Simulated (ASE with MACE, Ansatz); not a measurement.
**Site preference of Mo in place of Ru in (10-13) twin boundary in hcp Ru (70 atoms)**

Aim: make Mo in place of Ru at several sites of (10-13) twin boundary in hcp Ru (70 atoms), relax each, and compare their energies.

Calculated with Ansatz 0.2.0; Kohn-Sham DFT, PBE, PAW (set soft_2), plane waves.

### 1. Set-up

The cell holds 70 atoms: 70 Ru. Its edges and angles: a = 9.201 Å, b = 5.430 Å, c = 22.213 Å, α = 90.0°, β = 90.0°, γ = 63.7°. It derives from Ru. Two grains of Ru, one the mirror image of the other in the boundary plane, two boundaries a cell; of 6 trial joints (lateral shifts, openings, close atoms taken out) the lowest after a short relaxation with the MACE-MP-0b2 potential was kept (shift [0, 0] of the surface cell, opening 0.00 Å, one of each pair under 1.88 Å removed), then its atoms and the cell's length along the normal were relaxed with that potential. Lattice constants are starting values near those of PBE. Regions: lower grain, 38 atoms (38 Ru); upper grain, 32 atoms (32 Ru).

What the set-up can't give: The cell is under 6 Å thick along one periodic direction, so every atom has periodic images of itself close by, which move with it and show among its neighbours and in g(r).

### 2. Single point at the start

A single point comes first, to see the forces before anything moves.

Contents of input.yaml:

```yaml
crystal:
  lattice:
    - [9.20106, 0.0, 0.0]
    - [2.40338, 4.86915, 0.0]
    - [0.0, 0.0, 22.21325]
  atoms:
    - { symbol: Ru, position: [0.23123, 0.07658, 0.99978] }
    - { symbol: Ru, position: [0.93426, 0.29931, 0.05257] }
    - { symbol: Ru, position: [0.49084, 0.13187, 0.05487] }
    - { symbol: Ru, position: [0.18379, 0.36216, 0.10185] }
    - { symbol: Ru, position: [0.72212, 0.20841, 0.11286] }
    - { symbol: Ru, position: [0.43049, 0.42714, 0.15729] }
    - { symbol: Ru, position: [0.97191, 0.27107, 0.17153] }
    - { symbol: Ru, position: [0.67414, 0.4944, 0.21536] }
    - { symbol: Ru, position: [0.21808, 0.33644, 0.22263] }
    - { symbol: Ru, position: [0.92123, 0.05908, 0.27235] }
    - { symbol: Ru, position: [0.46213, 0.40341, 0.27945] }
    - { symbol: Ru, position: [0.16626, 0.12531, 0.32389] }
    - { symbol: Ru, position: [0.70857, 0.46857, 0.33656] }
    - { symbol: Ru, position: [0.41344, 0.18992, 0.38034] }
    - { symbol: Ru, position: [0.95494, 0.0338, 0.39319] }
    - { symbol: Ru, position: [0.66336, 0.25248, 0.4386] }
    - { symbol: Ru, position: [0.197, 0.10225, 0.44343] }
    - { symbol: Ru, position: [0.90751, 0.31937, 0.49951] }
    - { symbol: Ru, position: [0.44269, 0.16798, 0.49986] }
    - { symbol: Ru, position: [0.93401, 0.29949, 0.94701] }
    - { symbol: Ru, position: [0.49047, 0.13215, 0.94444] }
    - { symbol: Ru, position: [0.18358, 0.36232, 0.89775] }
    - { symbol: Ru, position: [0.72216, 0.20838, 0.88654] }
    - { symbol: Ru, position: [0.43034, 0.42724, 0.84219] }
    - { symbol: Ru, position: [0.97193, 0.27105, 0.8281] }
    - { symbol: Ru, position: [0.6743, 0.49428, 0.7841] }
    - { symbol: Ru, position: [0.21786, 0.3366, 0.7769] }
    - { symbol: Ru, position: [0.92142, 0.05894, 0.72709] }
    - { symbol: Ru, position: [0.46205, 0.40346, 0.72002] }
    - { symbol: Ru, position: [0.16606, 0.12545, 0.67563] }
    - { symbol: Ru, position: [0.70888, 0.46834, 0.6629] }
    - { symbol: Ru, position: [0.41342, 0.18993, 0.61906] }
    - { symbol: Ru, position: [0.95503, 0.03373, 0.60602] }
    - { symbol: Ru, position: [0.66347, 0.2524, 0.56079] }
    - { symbol: Ru, position: [0.19687, 0.10235, 0.55597] }
    - { symbol: Ru, position: [0.23123, 0.57658, 0.99978] }
    - { symbol: Ru, position: [0.93426, 0.79931, 0.05257] }
    - { symbol: Ru, position: [0.49084, 0.63187, 0.05487] }
    - { symbol: Ru, position: [0.18379, 0.86216, 0.10185] }
    - { symbol: Ru, position: [0.72212, 0.70841, 0.11286] }
    - { symbol: Ru, position: [0.43049, 0.92714, 0.15729] }
    - { symbol: Ru, position: [0.97191, 0.77107, 0.17153] }
    - { symbol: Ru, position: [0.67414, 0.9944, 0.21536] }
    - { symbol: Ru, position: [0.21808, 0.83644, 0.22263] }
    - { symbol: Ru, position: [0.92123, 0.55908, 0.27235] }
    - { symbol: Ru, position: [0.46213, 0.90341, 0.27945] }
    - { symbol: Ru, position: [0.16626, 0.62531, 0.32389] }
    - { symbol: Ru, position: [0.70857, 0.96857, 0.33656] }
    - { symbol: Ru, position: [0.41344, 0.68992, 0.38034] }
    - { symbol: Ru, position: [0.95493, 0.5338, 0.39319] }
    - { symbol: Ru, position: [0.66336, 0.75248, 0.4386] }
    - { symbol: Ru, position: [0.197, 0.60225, 0.44343] }
    - { symbol: Ru, position: [0.90751, 0.81937, 0.49951] }
    - { symbol: Ru, position: [0.44269, 0.66798, 0.49986] }
    - { symbol: Ru, position: [0.93401, 0.79949, 0.94701] }
    - { symbol: Ru, position: [0.49047, 0.63215, 0.94444] }
    - { symbol: Ru, position: [0.18358, 0.86232, 0.89775] }
    - { symbol: Ru, position: [0.72216, 0.70838, 0.88654] }
    - { symbol: Ru, position: [0.43034, 0.92724, 0.84219] }
    - { symbol: Ru, position: [0.97193, 0.77105, 0.8281] }
    - { symbol: Ru, position: [0.6743, 0.99428, 0.7841] }
    - { symbol: Ru, position: [0.21786, 0.8366, 0.7769] }
    - { symbol: Ru, position: [0.92142, 0.55894, 0.72709] }
    - { symbol: Ru, position: [0.46205, 0.90346, 0.72002] }
    - { symbol: Ru, position: [0.16606, 0.62545, 0.67563] }
    - { symbol: Ru, position: [0.70888, 0.96834, 0.6629] }
    - { symbol: Ru, position: [0.41342, 0.68993, 0.61906] }
    - { symbol: Ru, position: [0.95503, 0.53373, 0.60602] }
    - { symbol: Ru, position: [0.66347, 0.7524, 0.56079] }
    - { symbol: Ru, position: [0.19687, 0.60235, 0.55597] }
kpoints:
  mp_grid: { grid: [2, 3, 1] }
hamiltonian:
  xc: pbe
scf:
  occupations: { method: fermi_dirac, width: 0.1 }
output:
  forces: true
```

The run is started by

```sh
> ansatz run input.yaml --threads 6 --pin off --max-ram 102400MiB --backend cuda --events-out ev --progress --plain --runs-dir out
```

Numbers of over 12 decimals in the logs are rounded to 6 here.

Output:

```text
Warning: the atoms were moved onto the symmetric positions of the space group found under crystal.symmetry.tolerance 1.0e-5 (fractional; no operation is sought that the atoms, as they stand in a round, miss by more than twice it, and no atom is moved by as much as it), and the run uses the moved positions. [...]
[...]
Pseudopotentials: kind: paw
Pseudopotential: Ru, paw, valence charge 16, recommended cutoff 420 eV (normal), Ru.paw.azcp
[... 5 lines on functional and potentials left out ...]
device memory: the entry about to start is reckoned to put 19.1 GiB on a device that reports 78.6 GiB free
GPU FFT provider: cuFFT
GPU libraries: cuBLAS 13.8.2, cuFFT 12.4.0, cuSOLVER 12.3.4
Crystal: 70 atoms, lattice volume = 995.183 Å³
Basis set: ecut = 420 eV, 19417 PW (Γ), exchange–correlation on 128×80×300 points (8 copies of the dense FFT grid, shifted against one another)
Bands: 672, of which v1, the nominal top of the filled ones, is band 560 counted from 1 (559 counted from 0)
Symmetry: 2 space group operations
Space group: Cm (ITA 8), of the structure as read, at distance tolerance 1.0e-4 Å
k-points: 4 of 6 (time reversal used)
[... 3 lines on functional and potentials left out ...]
Initial density: superposition of atomic densities (neutral atoms: chi_scale 0, normalization atom), corrected by the library's trained network
Initial wavefunctions: pseudopotential atomic-orbital guess
GPU buffer pool allocated for 384000 grid points (all kernels)
GPU transforms: local potential and band sums: pruned to the plane-wave sphere, on 64×40×150
[...]
SCF iter   1: F=—  HF=-411500.510229 eV  |F-HF|=—  |Δ(HF+E_count)|=         —  Δρ=9.46e-3  dr2=5.85e0  ethr=1.77e-3  ⟨swp⟩=5.0  Hψ=8478  notcnv=0  defer=8
preconditioner: auto → Kerker (q_TF=auto, 2.783 Å⁻¹)  [metal: Δε(μ)=0.003 eV  Ē_g=4.601 eV  σ=0.100 eV  W_gap=0.01  n_scr=370 (ndim 8)  ℏωp=27.9 eV  f_vac=0.003  D(μ)=66.71/eV (n_scr^D=688)]
[...]
SCF iter   8: F=—  HF=-411500.543344 eV  |F-HF|=—  |Δ(HF+E_count)|=   3.64e-7  Δρ=3.70e-6  dr2=5.12e-7  ethr=3.39e-10  ⟨swp⟩=2.0  Hψ=3612  notcnv=0  defer=18
SCF iter   9: F=-411500.543344 eV  HF=-411500.543344 eV  |F-HF|=4.12e-8  |Δ(HF+E_count)|=   3.49e-8  Δρ=1.20e-6  dr2=6.09e-8  ethr=8.93e-12  ⟨swp⟩=4.0  Hψ=8292  notcnv=0
SCF 1 converged in 9 iterations: F = -411500.543344 eV  dr2 = 6.09e-8
[...]
SCF converged after 9 iterations
Free energy (F): -411500.543344 eV
Harris-Foulkes:  -411500.543344 eV  (|F-HF|=4.12e-8)
Internal energy: -411498.316074 eV  (E = F + TS)
E sigma→0 (E₀):  -411499.429709 eV
Entropy (-TS):   -2.227271 eV (-31.818 meV/atom)
Fermi energy:    22.265940 eV
--- Per-component energies (eV) ---
[...]
Σ components = -411500.543344   (vs F -411500.543344, Δ=0.00e0)
--- Forces (eV/Å), atoms counted from 1 ---
  atom   1  Ru     0.96084946    -0.47426666     0.00001431
  atom   2  Ru     0.01960161    -0.00979153    -0.22539845
  atom   3  Ru    -0.46886577     0.23161062     0.59041896
  atom   4  Ru     0.03946009    -0.01941006    -0.03638887
[...]
atom  70  Ru     0.42649967    -0.21073214     0.35634728
  max |Σ_I F_I| component: 2.53e-6 eV/Å
```

Run time: 4.3 s. Hardware: 1 × NVIDIA H100 80GB HBM3 with 6 threads of AMD EPYC 7R13 (Zen 3), shared host; peak memory 1.2 GiB.

The column dr2 measures how far the density is from self-consistency, as an energy; F and HF (Harris–Foulkes) agree once it is small.

That memory is the host's; the program planned 19.1 GiB on the GPU.

The program notes that positions were snapped to a detected symmetry.

The r.m.s. force at the start is 0.21 eV/Å.

### 3. Relaxation

With the cell held, the atoms are moved downhill towards a nearby minimum.

Contents of input.yaml:

```yaml
crystal:
  lattice:
    - [9.20106, 0.0, 0.0]
    - [2.40338, 4.86915, 0.0]
    - [0.0, 0.0, 22.21325]
  atoms:
    [... the 70 atom lines of step 2 ...]
kpoints:
  mp_grid: { grid: [2, 3, 1] }
hamiltonian:
  xc: pbe
scf:
  occupations: { method: fermi_dirac, width: 0.1 }
output:
  forces: true
relax:
  f_tol: 0.05
  max_steps: 150
```

Output:

```text
[...]
GPU FFT provider: cuFFT
GPU libraries: cuBLAS 13.8.2, cuFFT 12.4.0, cuSOLVER 12.3.4
Crystal: 70 atoms, lattice volume = 995.183 Å³
Basis set: ecut = 420 eV, 19417 PW (Γ), exchange–correlation on 128×80×300 points (8 copies of the dense FFT grid, shifted against one another)
Bands: 672, of which v1, the nominal top of the filled ones, is band 560 counted from 1 (559 counted from 0)
Symmetry: 2 space group operations
[...]
k-points: 4 of 6 (time reversal used)
[...]
GPU buffer pool allocated for 384000 grid points (all kernels)
[...]
SCF iter   1: F=—  HF=-411500.510227 eV  |F-HF|=—  |Δ(HF+E_count)|=         —  Δρ=9.46e-3  dr2=5.85e0  ethr=1.77e-3  ⟨swp⟩=5.0  Hψ=8478  notcnv=0  defer=8
[...]
SCF iter   6: F=-411500.543324 eV  HF=-411500.543345 eV  |F-HF|=2.07e-5  |Δ(HF+E_count)|=   2.52e-5  Δρ=2.13e-5  dr2=2.52e-5  ethr=5.58e-9  ⟨swp⟩=2.5  Hψ=8690  notcnv=0
SCF 1 converged in 6 iterations: F = -411500.543324 eV  dr2 = 2.52e-5
[...]
relax step   1: F+E_penalty+E_count = -411500.54332438 eV  Δ(F+E_penalty+E_count) = +0.000e0 eV  max|allowed force component| = 9.607e-1 eV/Å  Δτ_max = 0.0000 Å  (6 SCF iters, dr2 threshold 6.25e-5 eV, accepted)
[...]
relax step   2: F+E_penalty+E_count = -411501.04320292 eV  Δ(F+E_penalty+E_count) = -4.999e-1 eV  max|allowed force component| = 6.678e-1 eV/Å  Δτ_max = 0.1951 Å  (6 SCF iters, dr2 threshold 5.77e-5 eV, accepted)
[...]
relax step   3: F+E_penalty+E_count = -411501.14586435 eV  Δ(F+E_penalty+E_count) = -1.027e-1 eV  max|allowed force component| = 2.459e-1 eV/Å  Δτ_max = 0.0431 Å  (6 SCF iters, dr2 threshold 2.79e-5 eV, accepted)
[...]
relax step   4: F+E_penalty+E_count = -411501.16028185 eV  Δ(F+E_penalty+E_count) = -1.442e-2 eV  max|allowed force component| = 2.347e-2 eV/Å  Δτ_max = 0.0234 Å  (6 SCF iters, dr2 threshold 8.20e-6 eV, accepted)
[...]
relax step   5: F+E_penalty+E_count = -411501.16028257 eV  Δ(F+E_penalty+E_count) = -7.134e-7 eV  max|allowed force component| = 2.349e-2 eV/Å  Δτ_max = 0.0000 Å  (6 SCF iters, accepted)
SCF converged after 6 iterations
Free energy (F): -411501.160283 eV
[...]
Internal energy: -411499.010224 eV  (E = F + TS)
E sigma→0 (E₀):  -411500.085254 eV
Entropy (-TS):   -2.150058 eV (-30.715 meV/atom)
Fermi energy:    22.267668 eV
[...]
--- Forces (eV/Å), atoms counted from 1 ---
  atom   1  Ru     0.01513298    -0.00747589     0.00055235
  atom   2  Ru     0.00220520    -0.00109947     0.01280392
  atom   3  Ru     0.01328656    -0.00654982    -0.01119847
  atom   4  Ru    -0.02040048     0.01007869     0.00447053
  atom   5  Ru     0.00381154    -0.00188485    -0.01117480
  atom   6  Ru     0.01745754    -0.00862821    -0.00803460
  atom   7  Ru     0.00791811    -0.00390401     0.00069580
  atom   8  Ru     0.00373661    -0.00183885     0.00448980
  atom   9  Ru    -0.01702132     0.00841498    -0.00070197
  atom  10  Ru    -0.00843136     0.00415466    -0.00606267
  atom  11  Ru    -0.00723889     0.00355938     0.00466969
  atom  12  Ru    -0.01495409     0.00736597     0.00438386
  atom  13  Ru     0.01319004    -0.00650254     0.00300819
  atom  14  Ru     0.01966917    -0.00970107     0.00124236
[...]
atom  69  Ru    -0.00436429     0.00213638    -0.00615218
  atom  70  Ru    -0.00058583     0.00028823    -0.02349090
  max |Σ_I F_I| component: 3.38e-6 eV/Å
--- Relaxed structure (5 steps of the walk, 5 accepted, 0 SCFs on fresh bases) ---
  F+E_penalty+E_count = -411501.16028257 eV   max|allowed force component| = 2.349e-2 eV/Å
  atoms:
    - { symbol: Ru, position: [0.254101, 0.059425, 0.999720] }
    - { symbol: Ru, position: [0.941071, 0.294199, 0.051868] }
    - { symbol: Ru, position: [0.485893, 0.135582, 0.059516] }
    - { symbol: Ru, position: [0.187450, 0.359414, 0.101496] }
[...]
- { symbol: Ru, position: [0.196929, 0.602304, 0.557236] }
```

Run time: 15 s. Hardware: 1 × NVIDIA H100 80GB HBM3 with 6 threads; peak memory 1.3 GiB; 24 s of CPU time.

That memory is the host's; the program planned 19.1 GiB on the GPU.

The relaxation converged after 5 steps, 0.617 eV below its start, with a largest force component of 0.023 eV/Å.

### 4. Single point at the relaxed geometry

The electronic structure is read at the final geometry, in a run of its own.

Contents of input.yaml:

```yaml
crystal:
  lattice:
    - [9.20106, 0.0, 0.0]
    - [2.40338, 4.86915, 0.0]
    - [0.0, 0.0, 22.21325]
  atoms:
    - { symbol: Ru, position: [0.2541, 0.05943, 0.99972] }
    - { symbol: Ru, position: [0.94107, 0.2942, 0.05187] }
    - { symbol: Ru, position: [0.48589, 0.13558, 0.05952] }
    - { symbol: Ru, position: [0.18745, 0.35941, 0.1015] }
    - { symbol: Ru, position: [0.72738, 0.20447, 0.11326] }
    - { symbol: Ru, position: [0.43297, 0.42527, 0.15943] }
    [... 58 atom lines left out ...]
    - { symbol: Ru, position: [0.16295, 0.62779, 0.67515] }
    - { symbol: Ru, position: [0.70484, 0.97137, 0.66261] }
    - { symbol: Ru, position: [0.40785, 0.69412, 0.61942] }
    - { symbol: Ru, position: [0.95134, 0.53649, 0.60517] }
    - { symbol: Ru, position: [0.65843, 0.75618, 0.56051] }
    - { symbol: Ru, position: [0.19693, 0.6023, 0.55724] }
kpoints:
  mp_grid: { grid: [2, 3, 1] }
hamiltonian:
  xc: pbe
scf:
  occupations: { method: fermi_dirac, width: 0.1 }
output:
  forces: true
  stress: true
  populations: true
  dos:
    method: { smearing: { sigma: 0.08 } }
    de: 0.1
    projected:
      site_lists:
        Ru: [Ru]
        lower_grain: [0, 1, 2, 3, 4, 5, 6, 7, 8, 9, 10, 11, 12, 13, 14, 15, 16, 17, 18, 35, 36, 37, 38, 39, 40, 41, 42, 43, 44, 45, 46, 47, 48, 49, 50, 51, 52, 53]
        upper_grain: [19, 20, 21, 22, 23, 24, 25, 26, 27, 28, 29, 30, 31, 32, 33, 34, 54, 55, 56, 57, 58, 59, 60, 61, 62, 63, 64, 65, 66, 67, 68, 69]
  eigenvalues: true
  write_density: true
  write_potential: true
  volumetric_format: npy
```

Output:

```text
[...]
GPU FFT provider: cuFFT
GPU libraries: cuBLAS 13.8.2, cuFFT 12.4.0, cuSOLVER 12.3.4
Crystal: 70 atoms, lattice volume = 995.183 Å³
Basis set: ecut = 420 eV, 19417 PW (Γ), exchange–correlation on 128×80×300 points (8 copies of the dense FFT grid, shifted against one another)
Bands: 672, of which v1, the nominal top of the filled ones, is band 560 counted from 1 (559 counted from 0)
Symmetry: 2 space group operations
[...]
k-points: 4 of 6 (time reversal used)
[...]
GPU buffer pool allocated for 384000 grid points (all kernels)
[...]
SCF iter   1: F=—  HF=-411501.140287 eV  |F-HF|=—  |Δ(HF+E_count)|=         —  Δρ=9.63e-3  dr2=7.58e0  ethr=1.77e-3  ⟨swp⟩=5.0  Hψ=8504  notcnv=0  defer=12
[...]
SCF iter  10: F=-411501.160279 eV  HF=-411501.160279 eV  |F-HF|=5.12e-9  |Δ(HF+E_count)|=   1.34e-9  Δρ=4.61e-7  dr2=6.91e-9  ethr=8.93e-12  ⟨swp⟩=10.0  Hψ=19255  notcnv=0
SCF 1 converged in 10 iterations: F = -411501.160279 eV  dr2 = 6.91e-9
[...]
SCF converged after 10 iterations
Free energy (F): -411501.160279 eV
[...]
Internal energy: -411499.010162 eV  (E = F + TS)
E sigma→0 (E₀):  -411500.085221 eV
Entropy (-TS):   -2.150117 eV (-30.716 meV/atom)
Fermi energy:    22.267668 eV
[...]
--- Forces (eV/Å), atoms counted from 1 ---
  atom   1  Ru     0.01546360    -0.00798189     0.00073279
  atom   2  Ru     0.00217216    -0.00109403     0.01293214
  atom   3  Ru     0.01311595    -0.00635978    -0.01212908
  atom   4  Ru    -0.02028636     0.01022858     0.00387868
  atom   5  Ru     0.00360659    -0.00199447    -0.01053531
  atom   6  Ru     0.01837682    -0.00889487    -0.00736677
  atom   7  Ru     0.00801662    -0.00392150     0.00206855
  atom   8  Ru     0.00336181    -0.00153194     0.00356358
  atom   9  Ru    -0.01784481     0.00854568    -0.00141466
  atom  10  Ru    -0.00841146     0.00410411    -0.00757872
  atom  11  Ru    -0.00745164     0.00334469     0.00340964
  atom  12  Ru    -0.01415598     0.00742311     0.00626668
  atom  13  Ru     0.01340514    -0.00649045     0.00296391
  atom  14  Ru     0.01926165    -0.00932728     0.00350736
[...]
atom  69  Ru    -0.00446495     0.00209084    -0.00469997
  atom  70  Ru    -0.00015611     0.00036299    -0.02423621
  max |Σ_I F_I| component: 3.63e-6 eV/Å
--- Stress (GPa, compression-positive) ---
       -2.263783       1.302831      -0.000137
        1.302831      -0.267548       0.000043
       -0.000137       0.000043      -3.331771
  P = ⅓ Tr σ = -1.9544 GPa (-19.544 kbar)
--- Band table (eV) ---
[...]
--- Löwdin populations: 70 sites ---
  site symbol       q [e]
     0     Ru     15.9396
     1     Ru     15.9021
     2     Ru     15.9134
[...]
69     Ru     15.9015
  spilling = 0.005558 (of n_electrons = 1120.000000)
```

Run time: 10 s. Hardware: 1 × NVIDIA H100 80GB HBM3 with 6 threads; peak memory 2.1 GiB; 19 s of CPU time.

That memory is the host's; the program planned 21.5 GiB on the GPU.

Numbers from this run:

```yaml
free_energy: -411501.1603 eV
free_energy_per_atom: -5878.5880 eV/atom
scf_cycles: 10
pressure: -1.954 GPa
r_m_s_force_component: 0.00932 eV/Å
longest_force: 0.02511 eV/Å
fermi_energy: 22.27 eV
levels_partly_filled_by_over_2_per_cent: 99
spilling_of_the_projection: 0.005558
```

(Continued in part 2 of 3.)

[Logs are printed without paths, hosts, clocks, repeated set-up lines and the standing remarks that a program may print on its own settings, such as how far it seeks lower states.]

[Hosts, paths, dates, database ids (printed as entryN), source tags and the programs' standing remarks are cut or masked in the printed files.]
